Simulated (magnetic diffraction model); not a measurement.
# Solving a magnetic structure from powder neutron data: BaErIr₄

Space group F-43m (no. 216), a = 7.9460 Å.

| site | atom | x | y | z |
| --- | --- | --- | --- | --- |
| 16e | Ir | 0.8743 | 0.3743 | 0.8743 |
| 4a | Er | 0 | 0 | 0 |
| 4d | Ba | 1/4 | 1/4 | 3/4 |

The compound is invented for this exercise: a known structure type with other elements, its cell scaled to their sizes and not relaxed.

Only Er is taken to order (form factors of Er3+); orders and moment sizes are assumed, and not adapted to the symmetry. Radiation: neutrons of λ = 2.36 Å (absorption by Ir left out), 5° to 100°; isotropic B of 0.17 Å² (Ir), 0.21 Å² (Er) and 0.23 Å² (Ba). Simulated constant-wavelength pattern: nuclear and magnetic terms add, the magnetic one as |2.695 fm × Σ f S⊥ exp(2πi Q·r) exp(−B s²)|², summed over all Q at one angle with the factor 1/(sin²θ cos θ). For collinear order S is the moment m, which repeats by lattice and centring translations R with the sign exp(−2πi k·R). Free-ion form factors, Sears's scattering lengths of 1992, no absorption; a label names one of the reflections at its angle. The strongest nuclear line in the range is 100, and lines under 0.2 are left out.

Above the ordering temperature:

```csv
2θ (°),index,I
29.81,(1 1 1),18.3
34.56,(2 0 0),0.4
49.67,(2 2 0),11.9
59.01,(3 1 1),100.0
61.92,(2 2 2),60.7
72.88,(4 0 0),17.6
80.68,(3 3 1),10.6
83.23,(4 2 0),0.7
93.36,(4 2 2),10.2
```

Below it (cell unchanged):

```csv
2θ (°),I
29.81,54.3
34.56,20.2
49.67,30.4
59.01,125.7
61.92,68.5
72.88,21.7
80.68,24.2
83.23,13.4
93.36,20.6
```

**Question.** Find the propagation vector, then choose among these models:
A. collinear moments along [010], 8.2 μB on Er
B. collinear moments along [100], 8.2 μB on Er
C. collinear moments along [110], 8.2 μB on Er

No line moves, and magnetic intensity falls on nuclear lines such as the one at 29.81°, so the magnetic cell equals the chemical primitive cell: k = 0.

Magnetic intensity, observed (below minus above) and for each model:

| 2θ (°) | index | observed | A | B | C |
| --- | --- | --- | --- | --- | --- |
| 29.81 | (1 1 1) | 35.9 | 35.9 | 35.9 | 35.9 |
| 34.56 | (2 0 0) | 19.8 | 19.8 | 19.8 | 19.8 |
| 49.67 | (2 2 0) | 18.5 | 18.5 | 18.5 | 18.5 |
| 59.01 | (3 1 1) | 25.7 | 25.7 | 25.7 | 25.7 |
| 72.88 | (4 0 0) | 4.1 | 4.1 | 4.1 | 4.1 |
| 80.68 | (3 3 1) | 13.6 | 13.6 | 13.6 | 13.6 |
| 83.23 | (4 2 0) | 12.8 | 12.8 | 12.8 | 12.8 |
| 93.36 | (4 2 2) | 10.4 | 10.4 | 10.4 | 10.4 |

Models A, B and C match alike on every line, so these data can't choose among them (such ties are often domains of one structure): a powder sees only the angle between collinear moments and the unique axis of a uniaxial spin configuration, and no direction at all where the configuration is cubic.

The structure used: k = (0 0 0), collinear moments along [100], 8.2 μB on Er.

[Logs are printed without paths, hosts, clocks, repeated set-up lines and the standing remarks that a program may print on its own settings, such as how far it seeks lower states.]
